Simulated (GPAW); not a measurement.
## An In chain with one Ag atom in line: transmission at several levels

How well does an In chain with one Ag atom in line conduct at low bias, and how far do basis and functional move the answer?

Calculated with GPAW 26.7.0; GPAW LCAO, PAW setups; Landauer transmission from Green's functions with principal layers (ASE), zero bias.

### 1. Starting point

The cell holds 11 atoms: 10 In and 1 Ag. Its edges and angles: a = 9.000 Å, b = 9.000 Å, c = 32.133 Å, α = 90.0°, β = 90.0°, γ = 90.0°. Regions: left lead, 5 atoms (5 In); channel, 1 atom (1 Ag); right lead, 5 atoms (5 In). Vacuum lies along a and b. The structure is stacked along c, and the current runs across the ab planes.

### 2. Double-zeta polarised basis

Localised orbitals split the wire into layers that couple to their neighbours alone, which is what the Green's function method needs; double zeta with polarisation is the usual level for numbers.

The input, run.py:

```python
import json
import numpy as np
from ase import Atoms
from ase.transport.calculators import TransportCalculator
from gpaw import GPAW, FermiDirac
from gpaw.lcao.tools import get_lcao_hamiltonian
from scipy.linalg import eigh

# The junction with lead layers at both ends, along the third cell vector
device = Atoms(
    ['In', 'In', 'In', 'In', 'In', 'Ag', 'In', 'In', 'In', 'In', 'In'],
    positions=[
        [4.50000, 4.50000, 1.47500],
        [4.50000, 4.50000, 4.42500],
        [4.50000, 4.50000, 7.37500],
        [4.50000, 4.50000, 10.32500],
        [4.50000, 4.50000, 13.27500],
        [4.50000, 4.50000, 16.06650],
        [4.50000, 4.50000, 18.85800],
        [4.50000, 4.50000, 21.80800],
        [4.50000, 4.50000, 24.75800],
        [4.50000, 4.50000, 27.70800],
        [4.50000, 4.50000, 30.65800]],
    cell=[[9.0, 0.0, 0.0], [0.0, 9.0, 0.0], [0.0, 0.0, 32.133]],
    pbc=True)

# One principal layer of the lead: the first 3 atoms of the device
lead = Atoms(
    ['In', 'In', 'In'],
    positions=[
        [4.50000, 4.50000, 1.47500],
        [4.50000, 4.50000, 4.42500],
        [4.50000, 4.50000, 7.37500]],
    cell=[[9.0, 0.0, 0.0], [0.0, 9.0, 0.0], [0.0, 0.0, 8.85]],
    pbc=True)

settings = dict(mode='lcao', basis='dzp', xc='PBE', h=0.2,
                occupations=FermiDirac(0.1), maxiter=250,
                mixer=dict(beta=0.1, nmaxold=8, weight=100.0),
                convergence=dict(density=0.0001))
energies = np.arange(-2, 2 + 1e-9, 0.05)
eta = 0.0001
n1, n2 = 1, 1
# k and -k transmit alike, so half of the mesh across the current serves
mesh = [(i, j) for i in range(n1) for j in range(n2) if (i, j) <= (-i % n1, -j % n2)]
weights = np.array([1 if (i, j) == (-i % n1, -j % n2) else 2 for i, j in mesh]) / (n1 * n2)

# [... helper functions left out ...]
fermi_lead = ground_state(lead, (1, 1, 13), 'lead.txt')
fermi_device = ground_state(device, (1, 1, 3), 'device.txt')
# [... loop over the mesh left out, but for ...]
        # Shift the lead onto the potential of the device's first layer
        shift = ((H[:, 0, 0] - H0[:, 0, 0]) / S0[0, 0]).real.mean()
# [...]
kT = 8.617333e-5 * 300
bias = [0.1, 0.2, 0.5, 1.0, 1.5, 2.0]
# [... integrals and printing left out ...]
```

Launch:

```bash
$ OMP_NUM_THREADS=1 OPENBLAS_NUM_THREADS=1 python run.py
```

Output:

```text
basis functions: device 257, principal layer 69
Fermi level: lead -2.2014 eV, device -2.1850 eV; lead shifted by -0.0093 eV
largest coupling past the next layer 1.88e-06 eV, largest misfit of the first layer 0.053 eV
  E-E_F (eV)   T (one spin)  [channel counts left out]
    -2.000    8.2309e-03
    -1.950    1.3473e-08
    -1.900    3.3259e-09
    -1.850    1.8782e-09
    -1.800    1.4730e-09
    -1.750    1.4215e-09
    -1.700    1.6146e-09
    -1.650    2.1271e-09
    -1.600    3.2636e-09
    -1.550    5.9689e-09
    -1.500    1.3736e-08
    -1.450    4.5058e-08
    -1.400    3.0656e-07
    -1.350    9.9630e-04
    -1.300    4.9463e-06
    -1.250    6.4619e-01
[...]
1.650    1.7544e+00
     1.700    1.7569e+00
     1.750    1.7592e+00
     1.800    1.7612e+00
     1.850    1.7766e+00
     1.900    1.7664e+00
     1.950    1.7681e+00
     2.000    1.7698e+00
conductance at 300 K: 1.5376 G0 a cell; thermopower -7.962 uV/K
current from the zero-bias T(E) at 0.1 V: 11.82 uA
current from the zero-bias T(E) at 0.2 V: 23.123 uA
current from the zero-bias T(E) at 0.5 V: 52.818 uA
current from the zero-bias T(E) at 1.0 V: 98.683 uA
current from the zero-bias T(E) at 1.5 V: 144.73 uA
current from the zero-bias T(E) at 2.0 V: 193.1 uA
```

Wall time 44 s (1 thread of Arm Neoverse V2, shared host); peak memory 1.1 GiB.

This step gave:

| Quantity | Value |
| --- | --- |
| conductance | 1.538 G₀ |
| largest coupling past the next principal layer | 1.88e-6 eV |
| largest misfit of the first principal layer | 0.05285 eV |
| shift that aligns the lead | -0.009307 eV |
| basis functions of the junction | 257 |
| basis functions of a principal layer | 69 |
| transmission at the Fermi level (one spin) | 1.578 |

One spin. Transmission, zone mean against energy, zero at the Fermi level:

energy (eV), transmission, zone mean and a bar:
```
    -2.00       0.01 
    -1.85       0.00 
    -1.70       0.00 
    -1.60       0.00 
    -1.45       0.00 
    -1.30       0.00 
    -1.15       1.00 #################
    -1.05       0.98 #################
    -0.90       0.93 ################
    -0.75       0.90 ###############
    -0.60       0.88 ###############
    -0.50       0.87 ###############
    -0.35       0.87 ###############
    -0.20       0.86 ###############
    -0.05       1.47 #########################
     0.00       1.58 ###########################
     0.05       1.61 ###########################
     0.20       1.55 ##########################
     0.35       1.52 ##########################
     0.50       1.47 #########################
     0.60       1.48 #########################
     0.75       1.52 ##########################
     0.90       1.58 ###########################
     1.05       1.64 ############################
     1.15       1.68 ############################
     1.30       1.72 #############################
     1.45       1.74 #############################
     1.60       1.75 ##############################
     1.70       1.76 ##############################
     1.85       1.78 ##############################
     2.00       1.77 ##############################
```

Not self-consistent under bias; the bias window is split evenly. Current through one cell, from the zero-bias transmission against bias:

```
bias (V)  current through one cell, from the zero-bias transmission (μA)
   0.100                                                            11.8
   0.200                                                            23.1
   0.500                                                            52.8
   1.000                                                            98.7
   1.500                                                             145
   2.000                                                             193
```

Transmission of the three most open eigenchannels against energy, zero at the Fermi level:

```
energy (eV)  channel 1  channel 2 = channel 3
      -2.00    0.00823                      0
      -1.85     1.9e-9                      0
      -1.70     1.6e-9                      0
      -1.60     3.3e-9                      0
      -1.45     4.5e-8                      0
      -1.30     4.9e-6                      0
      -1.15      0.995                      0
      -1.05      0.982                      0
      -0.90      0.934                      0
      -0.75      0.902                      0
      -0.60      0.883                      0
      -0.50      0.875                      0
      -0.35      0.867                      0
      -0.20      0.862                 5.0e-9
      -0.05      0.859                  0.304
       0.00      0.859                  0.360
       0.05      0.858                  0.375
       0.20      0.857                  0.347
       0.35      0.857                  0.331
       0.50      0.858                  0.308
       0.60      0.859                  0.311
       0.75      0.860                  0.329
       0.90      0.863                  0.357
       1.05      0.866                  0.386
       1.15      0.869                  0.403
       1.30      0.873                  0.422
       1.45      0.877                  0.431
       1.60      0.882                  0.435
       1.70      0.886                  0.436
       1.85      0.891                  0.443
       2.00      0.896                  0.437
```

Couplings past the next layer reach 1.9e-6 eV, small enough to drop; the matrix elements of the cell's first layer differ from the bulk lead's by up to 0.053 eV. That layer keeps its own values in the calculation, and only beyond it is the lead taken as perfect. The Fermi levels of lead and junction count from different zeros of potential, one for each periodic cell; with both set to zero, the small remaining shift is what aligns them. By hand: G = 1.538 × 77.48 μS = 119 μS, a resistance of 8.39 kΩ; at 0.1 V a linear junction would pass 11.9 μA, and the integral over the bias window gives 11.8 μA.

### 3. GPAW, szp: basis = "szp(dzp)"

One radial function a shell plus polarisation makes the matrices smaller; the question is what that costs.

run.py: that of step 2 with these lines changed.

```diff
@@ -36,3 +36,3 @@
 
-settings = dict(mode='lcao', basis='dzp', xc='PBE', h=0.2,
+settings = dict(mode='lcao', basis='szp(dzp)', xc='PBE', h=0.2,
                 occupations=FermiDirac(0.1), maxiter=250,
```

Output:

```text
basis functions: device 155, principal layer 42
Fermi level: lead -2.3506 eV, device -2.3207 eV; lead shifted by -0.0082 eV
largest coupling past the next layer 1.86e-06 eV, largest misfit of the first layer 0.055 eV
  E-E_F (eV)   T (one spin)  [channel counts left out]
    -2.000    1.0392e-09
    -1.950    6.4155e-10
    -1.900    5.0159e-10
    -1.850    4.5904e-10
    -1.800    4.7496e-10
    -1.750    5.4676e-10
    -1.700    6.9647e-10
    -1.650    9.8407e-10
    -1.600    1.5587e-09
    -1.550    2.8287e-09
    -1.500    6.1279e-09
    -1.450    1.7208e-08
    -1.400    7.6610e-08
    -1.350    1.2414e-06
    -1.300    4.6142e-06
    -1.250    6.4252e-06
[...]
1.650    1.6778e+00
     1.700    1.6801e+00
     1.750    1.6820e+00
     1.800    1.6833e+00
     1.850    1.6910e+00
     1.900    1.6865e+00
     1.950    1.6871e+00
     2.000    1.6874e+00
conductance at 300 K: 1.4832 G0 a cell; thermopower -8.063 uV/K
current from the zero-bias T(E) at 0.1 V: 11.402 uA
current from the zero-bias T(E) at 0.2 V: 22.31 uA
current from the zero-bias T(E) at 0.5 V: 51.137 uA
current from the zero-bias T(E) at 1.0 V: 95.855 uA
current from the zero-bias T(E) at 1.5 V: 141 uA
current from the zero-bias T(E) at 2.0 V: 188.56 uA
```

Run time: 36 s. Hardware: 1 thread; peak memory 1.1 GiB.

Numbers from this step:

| Item | Value |
| --- | --- |
| conductance | 1.483 G₀ |
| largest coupling past the next principal layer | 1.86e-6 eV |
| largest misfit of the first principal layer | 0.05498 eV |
| shift that aligns the lead | -0.008150 eV |
| basis functions of the junction | 155 |
| basis functions of a principal layer | 42 |
| transmission at the Fermi level (one spin) | 1.523 |

One spin. Transmission, zone mean against energy, zero at the Fermi level:

```
energy (eV)  transmission, zone mean
      -2.00                   1.0e-9
      -1.90                  5.0e-10
      -1.80                  4.7e-10
      -1.70                  7.0e-10
      -1.55                   2.8e-9
      -1.45                   1.7e-8
      -1.35                   1.2e-6
      -1.25                   6.4e-6
      -1.15                     0.93
      -1.05                    0.999
      -0.90                    0.961
      -0.80                    0.934
      -0.70                    0.913
      -0.60                    0.897
      -0.50                    0.885
      -0.40                    0.875
      -0.25                    0.865
      -0.15                    0.952
      -0.05                     1.41
       0.00                     1.52
       0.05                     1.55
       0.15                     1.52
       0.25                     1.47
       0.40                     1.42
       0.50                     1.41
       0.60                     1.42
       0.70                     1.44
       0.80                     1.47
       0.90                     1.51
       1.05                     1.57
       1.15                     1.60
       1.25                     1.63
       1.35                     1.65
       1.45                     1.66
       1.55                     1.67
       1.70                     1.68
       1.80                     1.68
       1.90                     1.69
       2.00                     1.69
```

Not self-consistent under bias; the bias window is split evenly. Table of current through one cell, from the zero-bias transmission by bias:

```
bias (V)  current through one cell, from the zero-bias transmission (μA)
   0.100                                                            11.4
   0.200                                                            22.3
   0.500                                                            51.1
   1.000                                                            95.9
   1.500                                                             141
   2.000                                                             189
```

Table of transmission of the three most open eigenchannels by energy, zero at the Fermi level:

```
energy (eV)  channel 1  channel 2 = channel 3
      -2.00     1.0e-9                      0
      -1.90    5.0e-10                      0
      -1.80    4.7e-10                      0
      -1.70    7.0e-10                      0
      -1.55     2.8e-9                      0
      -1.45     1.7e-8                      0
      -1.35     1.2e-6                      0
      -1.25     6.4e-6                      0
      -1.15       0.93                      0
      -1.05      0.999                      0
      -0.90      0.961                      0
      -0.80      0.934                      0
      -0.70      0.913                      0
      -0.60      0.897                      0
      -0.50      0.885                      0
      -0.40      0.875                      0
      -0.25      0.865                1.0e-11
      -0.15      0.860                 0.0459
      -0.05      0.857                  0.278
       0.00      0.855                  0.334
       0.05      0.854                  0.350
       0.15      0.852                  0.334
       0.25      0.851                  0.308
       0.40      0.851                  0.286
       0.50      0.851                  0.280
       0.60      0.852                  0.284
       0.70      0.853                  0.294
       0.80      0.854                  0.309
       0.90      0.856                  0.326
       1.05      0.860                  0.353
       1.15      0.863                  0.369
       1.25      0.866                  0.381
       1.35      0.869                  0.389
       1.45      0.873                  0.395
       1.55      0.876                  0.398
       1.70      0.882                  0.399
       1.80      0.885                  0.399
       1.90      0.889                  0.399
       2.00      0.893                  0.397
```

The conductance, 1.48 G₀, lies 3.5 % below that of the dzp run.

### 4. Minimal basis

One function for each valence shell of the setup, as for a first survey of a large system.

run.py: that of step 3 with these lines changed.

```diff
@@ -36,3 +36,3 @@
 
-settings = dict(mode='lcao', basis='szp(dzp)', xc='PBE', h=0.2,
+settings = dict(mode='lcao', basis='sz(dzp)', xc='PBE', h=0.2,
                 occupations=FermiDirac(0.1), maxiter=250,
```

Output:

```text
basis functions: device 102, principal layer 27
Fermi level: lead -2.2681 eV, device -2.2503 eV; lead shifted by -0.0139 eV
largest coupling past the next layer 1.93e-06 eV, largest misfit of the first layer 0.052 eV
  E-E_F (eV)   T (one spin)  [channel counts left out]
    -2.000    4.3935e-02
    -1.950    3.4438e-02
    -1.900    1.8838e-02
[...]
1.950    1.7136e+00
     2.000    1.7114e+00
conductance at 300 K: 1.5796 G0 a cell; thermopower -6.522 uV/K
current from the zero-bias T(E) at 0.1 V: 12.146 uA
current from the zero-bias T(E) at 0.2 V: 23.765 uA
current from the zero-bias T(E) at 0.5 V: 53.899 uA
current from the zero-bias T(E) at 1.0 V: 99.609 uA
current from the zero-bias T(E) at 1.5 V: 145.54 uA
current from the zero-bias T(E) at 2.0 V: 193.72 uA
```

Run time: 23 s. Hardware: 1 thread; peak memory 1 GiB.

Numbers from this step:

| Property | Result |
| --- | --- |
| conductance | 1.580 G₀ |
| largest coupling past the next principal layer | 1.93e-6 eV |
| largest misfit of the first principal layer | 0.05170 eV |
| shift that aligns the lead | -0.01392 eV |
| basis functions of the junction | 102 |
| basis functions of a principal layer | 27 |
| transmission at the Fermi level (one spin) | 1.619 |

One spin. Transmission, zone mean against energy, zero at the Fermi level:

energy (eV), transmission, zone mean and a bar:
```
    -2.00       0.04 #
    -1.90       0.02 
    -1.80       0.00 
    -1.70       0.00 
    -1.55       0.00 
    -1.45       0.00 
    -1.35       0.00 
    -1.25       0.15 ###
    -1.15       0.99 #################
    -1.10       1.00 #################
    -1.05       0.98 #################
    -0.90       0.92 ################
    -0.80       0.89 ###############
    -0.70       0.87 ###############
    -0.60       0.86 ###############
    -0.50       0.85 ###############
    -0.40       0.85 ###############
    -0.25       0.84 ###############
    -0.15       1.03 ##################
    -0.05       1.53 ##########################
     0.00       1.62 ############################
     0.05       1.63 ############################
     0.15       1.59 ############################
     0.25       1.54 ###########################
     0.40       1.50 ##########################
     0.50       1.49 ##########################
     0.60       1.50 ##########################
     0.70       1.51 ##########################
     0.80       1.54 ###########################
     0.90       1.58 ###########################
     1.05       1.64 ############################
     1.15       1.67 #############################
     1.25       1.70 #############################
     1.35       1.72 ##############################
     1.45       1.73 ##############################
     1.55       1.73 ##############################
     1.70       1.73 ##############################
     1.80       1.72 ##############################
     1.90       1.72 ##############################
     2.00       1.71 ##############################
```

The conductance, 1.58 G₀, lies 2.7 % above that of the dzp run.

(Part 1 of 2 ends here.)

[Logs are printed without paths, hosts, clocks, repeated set-up lines and the standing remarks that a program may print on its own settings, such as how far it seeks lower states.]

[Hosts, paths, dates, database ids (printed as entryN), source tags and the programs' standing remarks are cut or masked in the printed files.]
